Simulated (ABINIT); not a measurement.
# LiH (Fm-3m): G0W0 with ABINIT, start to end, part 2 of 3

Wanted: ground state, empty states, screening and self-energy for LiH (Fm-3m).

ABINIT 10.8.3; PBE and many-body steps on it, plane waves. Known limits of the many-body steps: not at the basis limit.

So far. Step 2 (Ground state): The gap is direct, at (0.500, 0.500, 0.000).

The database entry behind the starting cell differs from later determinations by our own check (the deuteride, about 0.2 % short), so it need not match the best structure at ambient conditions.

## (3) Bands along the symmetry lines

Level of this step: DFT, PBE, plane waves, norm-conserving pseudopotentials (ABINIT).

The cheap functional maps the bands first; the places of the edges decide which points the dearer methods must see.

File run.abi:

```
acell 3*1.0 Angstrom
rprim 
  0.000000000000 2.036750000000 2.036750000000
  2.036750000000 -0.000000000000 2.036750000000
  2.036750000000 2.036750000000 -0.000000000000
ntypat 2
znucl 3 1
natom 2
typat 1 2
xred 
  0.000000000000 0.000000000000 0.000000000000
  0.500000000000 0.500000000000 0.500000000000
pp_dirpath "pseudos"
pseudos "Li.upf, H.upf"
ecut 33
iscf -2
irdden 1
kptopt 0
nkpt 50
kpt 
  0.00000000 0.00000000 0.00000000
  0.06250000 0.00000000 0.06250000
  0.12500000 0.00000000 0.12500000
  0.18750000 0.00000000 0.18750000
  0.25000000 0.00000000 0.25000000
  0.31250000 0.00000000 0.31250000
  0.37500000 0.00000000 0.37500000
  0.43750000 0.00000000 0.43750000
  0.50000000 0.00000000 0.50000000
  0.51562500 0.03125000 0.51562500
  0.53125000 0.06250000 0.53125000
  0.54687500 0.09375000 0.54687500
  0.56250000 0.12500000 0.56250000
  0.57812500 0.15625000 0.57812500
  0.59375000 0.18750000 0.59375000
  0.60937500 0.21875000 0.60937500
  0.62500000 0.25000000 0.62500000
  0.37500000 0.37500000 0.75000000
  0.32812500 0.32812500 0.65625000
  0.28125000 0.28125000 0.56250000
  0.23437500 0.23437500 0.46875000
  0.18750000 0.18750000 0.37500000
  0.14062500 0.14062500 0.28125000
  0.09375000 0.09375000 0.18750000
  0.04687500 0.04687500 0.09375000
  0.00000000 0.00000000 0.00000000
  0.06250000 0.06250000 0.06250000
  0.12500000 0.12500000 0.12500000
  0.18750000 0.18750000 0.18750000
  0.25000000 0.25000000 0.25000000
  0.31250000 0.31250000 0.31250000
  0.37500000 0.37500000 0.37500000
  0.43750000 0.43750000 0.43750000
  0.50000000 0.50000000 0.50000000
  0.50000000 0.46875000 0.53125000
  0.50000000 0.43750000 0.56250000
  0.50000000 0.40625000 0.59375000
  0.50000000 0.37500000 0.62500000
  0.50000000 0.34375000 0.65625000
  0.50000000 0.31250000 0.68750000
  0.50000000 0.28125000 0.71875000
  0.50000000 0.25000000 0.75000000
  0.50000000 0.21875000 0.71875000
  0.50000000 0.18750000 0.68750000
  0.50000000 0.15625000 0.65625000
  0.50000000 0.12500000 0.62500000
  0.50000000 0.09375000 0.59375000
  0.50000000 0.06250000 0.56250000
  0.50000000 0.03125000 0.53125000
  0.50000000 0.00000000 0.50000000
istwfk *1
nband 9
nbdbuf 2
tolwfr 1e-08
nstep 40
prtwf 0
prtvol 0
indata_prefix "in"
outdata_prefix "out"
tmpdata_prefix "tmp"
```

On the command line:

```sh
$ OMP_NUM_THREADS=1 mpirun -n 4 abinit run.abi > log
```

Numbers of over 12 decimals in the logs are rounded to 6 here.

Output:

```text
.Version 10.8.3 of ABINIT. v10.8.2 released Aug 2026.

 Symmetries : space group Fm -3 m (#225); Bravais cF (face-center cubic)
[... echo of the input left out ...]
== DATASET  1 ==================================================================
-   mpi_nproc: 4, omp_nthreads: 1 (-1 if OMP is not activated)

--- !DatasetInfo
iteration_state: {dtset: 1, }
dimensions: {natom: 2, nkpt: 50, mband: 9, nsppol: 1, nspinor: 1, nspden: 1, mpw: 1056, }
cutoff_energies: {ecut:  33.0, pawecutdg:  -1.0, }
electrons: {nelect:   4.00000000E+00, charge:   0.00000000E+00, occopt:   1.00000000E+00, tsmear:   1.00000000E-02, }

 Real(R)+Recip(G) space primitive vectors, cartesian coordinates (Bohr,Bohr^-1):
 R(1)=  0.0000000  3.8488997  3.8488997  G(1)= -0.1299073  0.1299073  0.1299073
 R(2)=  3.8488997  0.0000000  3.8488997  G(2)=  0.1299073 -0.1299073  0.1299073
 R(3)=  3.8488997  3.8488997  0.0000000  G(3)=  0.1299073  0.1299073 -0.1299073
 Unit cell volume ucvol=  1.1403542E+02 bohr^3
 Angles (23,13,12)=  6.00000000E+01  6.00000000E+01  6.00000000E+01 degrees

 getcut: wavevector=  0.0000  0.0000  0.0000  ngfft=  30  30  30
         ecut(hartree)=     33.000   => boxcut(ratio)=   2.13368

--- Pseudopotential description ------------------------------------------------
- Li Generated using ONCVPSP code by D. R. Hamann
-  3.00000   3.00000  171031                  znucl, zion, pspdat
12 -101130 1 -1 1944                          pspcod,pspxc,lmax,lloc,mmax
     nproj     2     2
  pspatm : epsatm=    2.74360059
         --- l  ekb(1:nproj) -->
             0   -4.951544   -1.544797
             1   -2.250661   -0.474685
 pspatm: atomic psp has been read  and splines computed

- H Generated using ONCVPSP code by D. R. Hamann
-  1.00000   1.00000  171031                  znucl, zion, pspdat
12 -101130 1 -1 1166                          pspcod,pspxc,lmax,lloc,mmax
     nproj     2     1
  pspatm : epsatm=    0.36186929
         --- l  ekb(1:nproj) -->
             0   -1.701123   -0.534484
             1   -0.503321
 pspatm: atomic psp has been read  and splines computed

--------------------------------------------------------------------------------

================================================================================
 prteigrs : about to open file out_EIG
 Non-SCF case, kpt    1 (  0.00000  0.00000  0.00000), residuals and eigenvalues=
  1.04E-09  5.73E-09  1.06E-09  9.15E-09  1.08E-09  6.52E-09  3.73E-09  6.83E-07
  9.41E-08
 -1.6408E+00 -2.0586E-01  5.5593E-01  6.2682E-01  6.2682E-01  6.2682E-01
[...]
Non-SCF case, kpt    2 (  0.06250  0.00000  0.06250), residuals and eigenvalues=
  4.88E-09  5.09E-09  3.30E-09  6.01E-10  5.35E-10  9.11E-10  8.80E-09  1.05E-07
  1.20E-07
 -1.6407E+00 -2.0249E-01  5.3564E-01  5.9928E-01  5.9928E-01  6.4245E-01
[...]
Non-SCF case, kpt    3 (  0.12500  0.00000  0.12500), residuals and eigenvalues=
  3.91E-09  2.31E-09  2.95E-09  8.49E-10  2.84E-09  5.00E-09  1.54E-09  2.70E-06
  8.58E-09
 -1.6405E+00 -1.9235E-01  4.9312E-01  5.4826E-01  5.4826E-01  6.5630E-01
[...]
Non-SCF case, kpt   49 (  0.50000  0.03125  0.53125), residuals and eigenvalues=
[...]
-1.6390E+00 -1.3086E-02  9.9547E-02  3.6416E-01  3.7742E-01  5.0546E-01
[...]
Non-SCF case, kpt   50 (  0.50000  0.00000  0.50000), residuals and eigenvalues=
[...]
-1.6390E+00 -1.2789E-02  9.8269E-02  3.7629E-01  3.7629E-01  4.9077E-01
[...]
--- !ResultsGS
iteration_state: {dtset: 1, }
comment   : Summary of ground state results
lattice_vectors:
- [  0.0000000,   3.8488997,   3.8488997, ]
- [  3.8488997,  -0.0000000,   3.8488997, ]
- [  3.8488997,   3.8488997,  -0.0000000, ]
lattice_lengths: [   5.44317,    5.44317,    5.44317, ]
lattice_angles: [ 60.000,  60.000,  60.000, ] # degrees, (23, 13, 12)
lattice_volume:   1.1403542E+02
convergence: {deltae:  0.000E+00, res2:  0.000E+00, residm:  9.990E-09, diffor:  0.000E+00, }
etotal    :  -7.81769999E+00
entropy   :   0.00000000E+00
fermie    :  -1.27892219E-02
cartesian_stress_tensor: null
pressure_GPa: null
xred      :
- [  0.0000E+00,   0.0000E+00,   0.0000E+00, Li]
- [  5.0000E-01,   5.0000E-01,   5.0000E-01,  H]
cartesian_forces: null
force_length_stats: {min: null, max: null, mean: null, }

 Integrated electronic density in atomic spheres:
 ------------------------------------------------
 Atom  Sphere_radius  Integrated_density
[...]
================================================================================

 ----iterations are completed or convergence reached----

 Mean square residual over all n,k,spin=   29.651E-10; max=  99.900E-10
 reduced coordinates (array xred) for    2 atoms
       0.000000000000      0.000000000000      0.000000000000
       0.500000000000      0.500000000000      0.500000000000

 cartesian coordinates (angstrom) at end:
    1      0.000000     0.000000     0.000000
    2      2.036750     2.036750     2.036750
 length scales=  1.889726125908  1.889726125908  1.889726125908 bohr
              =  1.000000000000  1.000000000000  1.000000000000 angstroms
 prteigrs : about to open file out_EIG
 Eigenvalues (hartree) for nkpt=  50  k points:
 kpt#   1, nband=  9, wtk=  1.00000, kpt=  0.0000  0.0000  0.0000 (reduced coord)
[...]
kpt#   2, nband=  9, wtk=  1.00000, kpt=  0.0625  0.0000  0.0625 (reduced coord)
[...]
kpt#   3, nband=  9, wtk=  1.00000, kpt=  0.1250  0.0000  0.1250 (reduced coord)
[...]
kpt#  49, nband=  9, wtk=  1.00000, kpt=  0.5000  0.0313  0.5313 (reduced coord)
  -1.63896   -0.01309    0.09955    0.36416    0.37742    0.50546    0.59859    1.20315
   1.22809
 kpt#  50, nband=  9, wtk=  1.00000, kpt=  0.5000  0.0000  0.5000 (reduced coord)
  -1.63897   -0.01279    0.09827    0.37629    0.37629    0.49077    0.59808    1.22697
   1.22753

== END DATASET(S) ==============================================================
================================================================================

 -outvars: echo values of variables after computation  --------
            nband           9
             nkpt          50
          spgroup         225
 [... the other variables as echoed above ...]

 Calculation completed.
```

Wall time 2.1 s (4 MPI ranks of Arm Neoverse V2, shared host); peak memory 0.07 GiB; 8.2 s of CPU time.

Numbers from this step:

```yaml
gap: 3.022 eV
k_of_the_valence_top: 0.5, 0, 0.5
k_of_the_conduction_bottom: 0.5, 0, 0.5
least_direct_gap: 3.022 eV
```

The gap is 3.022 eV, as in the run before at this level.

The electronic bands at the labelled points (eV, zero at the top of the highest filled band; v1 is the highest filled band, c1 the lowest empty one):

| point | v2 | v1 | c1 | c2 | c3 | c4 |
| --- | --- | --- | --- | --- | --- | --- |
| Γ | -44.30 | -5.25 | 15.48 | 17.40 | 17.40 | 17.40 |
| halfway | -44.28 | -3.75 | 10.13 | 12.73 | 12.73 | 15.96 |
| X | -44.25 | 0.00 | 3.02 | 10.59 | 10.59 | 13.70 |
| halfway | -44.25 | -0.08 | 3.30 | 8.96 | 10.86 | 15.50 |
| U | -44.25 | -0.47 | 4.13 | 7.41 | 11.68 | 15.68 |
| jump to K | -44.25 | -0.47 | 4.13 | 7.41 | 11.68 | 15.68 |
| halfway | -44.27 | -3.67 | 9.75 | 9.89 | 15.65 | 16.99 |
| Γ | -44.30 | -5.25 | 15.48 | 17.40 | 17.40 | 17.40 |
| halfway | -44.28 | -4.21 | 9.46 | 14.60 | 16.21 | 16.21 |
| L | -44.26 | -2.49 | 4.80 | 13.25 | 16.07 | 16.07 |
| halfway | -44.26 | -1.61 | 5.00 | 8.66 | 12.93 | 15.97 |
| W | -44.25 | -0.20 | 5.24 | 5.24 | 11.40 | 17.12 |
| halfway | -44.25 | -0.10 | 3.58 | 7.93 | 10.99 | 16.83 |
| X | -44.25 | 0.00 | 3.02 | 10.59 | 10.59 | 13.70 |

The electronic bands as a text plot (rows in eV, shown from -8.0 to 9.0 only):

```
    8.7 |              ++     ++                      +       +
    8.0 |       ++       +    ++             ++              +
    7.2 |                 ++++                         +
    6.5 |                   ++                 +        +   +
    5.8 |         +                                      + +
    5.1 |                  +                    +++++++++++
    4.4 |                 +                                ++
    3.7 |          ++   ++                                   +
    3.0 |            +++                                      +++
    2.3 |
    1.6 |
    0.9 |
    0.2 |            ****                                  ******
   -0.6 |          **    **                             ***
   -1.3 |                  *                          **
   -2.0 |         *         **                      **
   -2.7 |       **            **                ****
   -3.4 |                       *            ***
   -4.1 |    ***                 **         *
   -4.8 | ***                      ***   ***
   -5.5 |*                            ***
   -6.2 |
   -6.9 |
   -7.6 |
         Γ           X  U|K            Γ         L        W     X
```

## (4) Empty states on the mesh, 6×6×6 mesh, 54 bands

The sums over transitions need many empty states on a uniform mesh; this step solves for them.

File run.abi:

```
acell 3*1.0 Angstrom
rprim 
  0.000000000000 2.036750000000 2.036750000000
  2.036750000000 -0.000000000000 2.036750000000
  2.036750000000 2.036750000000 -0.000000000000
ntypat 2
znucl 3 1
natom 2
typat 1 2
xred 
  0.000000000000 0.000000000000 0.000000000000
  0.500000000000 0.500000000000 0.500000000000
pp_dirpath "pseudos"
pseudos "Li.upf, H.upf"
ecut 33
ngkpt 6 6 6
nshiftk 1
shiftk 0 0 0
kptopt 1
chksymbreak 0
irdden 1
istwfk *1
nband 54
prtvol 0
optdriver 6
gwr_task "HDIAGO"
paral_kgb 0
occopt 1
indata_prefix "in"
outdata_prefix "out"
tmpdata_prefix "tmp"
```

Output:

```text
[banner, memory and clock lines left out]
.Version 10.8.3 of ABINIT. v10.8.2 released Aug 2026.

 Symmetries : space group Fm -3 m (#225); Bravais cF (face-center cubic)
[... echo of the input left out ...]
== DATASET  1 ==================================================================
-   mpi_nproc: 4, omp_nthreads: 1 (-1 if OMP is not activated)

--- !DatasetInfo
iteration_state: {dtset: 1, }
dimensions: {natom: 2, nkpt: 16, mband: 54, nsppol: 1, nspinor: 1, nspden: 1, mpw: 1056, }
cutoff_energies: {ecut:  33.0, pawecutdg:  -1.0, }
electrons: {nelect:   4.00000000E+00, charge:   0.00000000E+00, occopt:   1.00000000E+00, tsmear:   1.00000000E-02, }

.Using double precision arithmetic; gwpc =  8

- Reading GS density from: in_DEN

--- Pseudopotential description ------------------------------------------------
- Li Generated using ONCVPSP code by D. R. Hamann
-  3.00000   3.00000  171031                  znucl, zion, pspdat
12 -101130 1 -1 1944                          pspcod,pspxc,lmax,lloc,mmax
     nproj     2     2
  pspatm : epsatm=    2.74360059
         --- l  ekb(1:nproj) -->
             0   -4.951544   -1.544797
             1   -2.250661   -0.474685
 pspatm: atomic psp has been read  and splines computed

- H Generated using ONCVPSP code by D. R. Hamann
-  1.00000   1.00000  171031                  znucl, zion, pspdat
12 -101130 1 -1 1166                          pspcod,pspxc,lmax,lloc,mmax
     nproj     2     1
  pspatm : epsatm=    0.36186929
         --- l  ekb(1:nproj) -->
             0   -1.701123   -0.534484
             1   -0.503321
 pspatm: atomic psp has been read  and splines computed

   1.24218795E+01                                ecore*ucvol(ha*bohr**3)

 Total charge density [el/Bohr^3]
)     Maximum=    2.7888E+00  at reduced coord.    0.0000    0.0000    0.0000
)     Minimum=    6.8615E-03  at reduced coord.    0.2667    0.2333    0.2333
   Integrated=    4.0000E+00

 === KS gaps after direct diagonalization ===
 Direct band gap semiconductor
 Fundamental gap:     3.022 (eV)
   VBM:    -0.348 (eV) at k: [ 5.0000E-01,  5.0000E-01,  0.0000E+00]
   CBM:     2.674 (eV) at k: [ 5.0000E-01,  5.0000E-01,  0.0000E+00]
 Direct gap:         3.022 (eV) at k: [ 5.0000E-01,  5.0000E-01,  0.0000E+00]

== END DATASET(S) ==============================================================

 -outvars: echo values of variables after computation  --------
           etotal      0.0000000000E+00
            nband          54
             nkpt          16
          spgroup         225
 [... the other variables as echoed above ...]

 Calculation completed.
```

Run time: 5.7 s. Hardware: 4 MPI ranks; peak memory 0.5 GiB.

This step gave:

| Item | Value |
| --- | --- |
| gap | 3.022 eV |
| k of the valence top | 0.5, 0.5, 0 |
| k of the conduction bottom | 0.5, 0.5, 0 |
| least direct gap | 3.022 eV |
| k points computed | 16 |
| lowest point of the top converged band, above the valence top | 94.5987 eV |

On this mesh the gap is 3.022 eV.

## (5) Screening, 6×6×6 mesh, 46 bands, screening to 130.6 eV

The RPA dielectric matrix is built and inverted for each q.

This step: RPA screening on PBE, plane waves, norm-conserving pseudopotentials.

Edit run.abi of step 4 so:

```diff
@@ -20,10 +20,11 @@
 chksymbreak 0
-irdden 1
 istwfk *1
-nband 54
-prtvol 0
-optdriver 6
-gwr_task "HDIAGO"
-paral_kgb 0
 occopt 1
+irdwfk 1
+optdriver 3
+nband 46
+ecuteps 4.8
+inclvkb 2
+awtr 1
+symchi 1
 indata_prefix "in"
```

Output:

```text
.Version 10.8.3 of ABINIT. v10.8.2 released Aug 2026.

 Symmetries : space group Fm -3 m (#225); Bravais cF (face-center cubic)
[... echo of the input left out ...]
== DATASET  1 ==================================================================
-   mpi_nproc: 4, omp_nthreads: 1 (-1 if OMP is not activated)

--- !DatasetInfo
iteration_state: {dtset: 1, }
dimensions: {natom: 2, nkpt: 16, mband: 46, nsppol: 1, nspinor: 1, nspden: 1, mpw: 1056, }
cutoff_energies: {ecut:  33.0, pawecutdg:  -1.0, }
electrons: {nelect:   4.00000000E+00, charge:   0.00000000E+00, occopt:   1.00000000E+00, tsmear:   1.00000000E-02, }

 SCREENING: Calculation of the susceptibility and dielectric matrices

 Based on a program developped by R.W. Godby, V. Olevano, G. Onida, and L. Reining.
 Incorporated in ABINIT by V. Olevano, G.-M. Rignanese, and M. Torrent.
.Using double precision arithmetic ; gwpc =  8

[... cell and pseudopotentials left out ...]
--------------------------------------------------------------------------------

 ==== K-mesh for the wavefunctions ====
 Number of points in the irreducible wedge :    16
[... list of points left out ...]
 Together with 48 symmetry operations and time-reversal symmetry
 yields   216 points in the full Brillouin Zone.

 ==== Q-mesh for the screening function ====
 Number of points in the irreducible wedge :    16
[... list of points left out ...]
 Together with 48 symmetry operations and time-reversal symmetry
 yields   216 points in the full Brillouin Zone.

 setmesh: FFT mesh size selected  =    20x   20x   20
          total number of points  =         8000

 vcoul_init : cutoff-mode = AUXILIARY_FUNCTION
 q-points for optical limit:   1
     1)      0.000010    0.000020    0.000030

- screening: taking advantage of time-reversal symmetry
- Maximum band index for partially occupied states nbvw = 2
- Remaining bands to be divided among processors   nbcw = 44
- Number of bands treated by each node ~11

 Number of electrons calculated from density =    4.0000; Expected =    4.0000
 average of density, n =  0.035077
 r_s =    1.8951
 omega_plasma =   18.0662 [eV]

 calculating chi0 at frequencies [eV] :
  1    0.000000E+00    0.000000E+00
  2    0.000000E+00    1.806615E+01

--------------------------------------------------------------------------------
  q-point number  1        q = ( 0.000000, 0.000000, 0.000000) [r.l.u.]
--------------------------------------------------------------------------------
[... chi0 elements left out ...]
 For q-point:  0.000010 0.000020 0.000030
  dielectric constant =   4.1837
  dielectric constant without local fields =   4.5871

  Average fulfillment of the sum rule on Im[epsilon] for q-point    1 :     80.79  [%]
[... wings left out ...]
  q-point number  2        q = ( 0.166667, 0.000000, 0.000000) [r.l.u.]
--------------------------------------------------------------------------------
[... chi0 elements left out ...]
  Average fulfillment of the sum rule on Im[epsilon] for q-point    2 :     92.11  [%]

 [... 14 further q-points ...]
```

Wall time 3.4 s (4 MPI ranks); peak memory 0.4 GiB; 13 s of CPU time.

This step gave:

| Quantity | Value |
| --- | --- |
| ε∞ with local fields, on this mesh, along the program's q direction | 4.184 |
| the same without local fields | 4.587 |
| plasma frequency | 18.07 eV |
| plane waves in the screening matrix | 59 |

Local fields lower ε∞ by 9 %.

(Continued in part 3 of 3.)

[Paths, hosts, dates, memory and timing lines, banners, echoed tables and standing remarks are left out of the program output.]

[Logs are printed without paths, hosts, clocks, repeated set-up lines and the standing remarks that a program may print on its own settings, such as how far it seeks lower states.]

[Runs of the session that timed out or met a known fault of the program may be left out.]

[Hosts, paths, dates, database ids (printed as entryN), source tags and the programs' standing remarks are cut or masked in the printed files.]

[G0W0 gaps are taken among the corrected bands and points alone; a level outside them can change the order at an edge.]

[Where Ansatz stands beside ABINIT at settings called matched, ABINIT's density can come from a denser mesh and the files from another edition; pairs whose starting gaps differed by over 0.03 eV were left out, so agreement reads better than it is.]
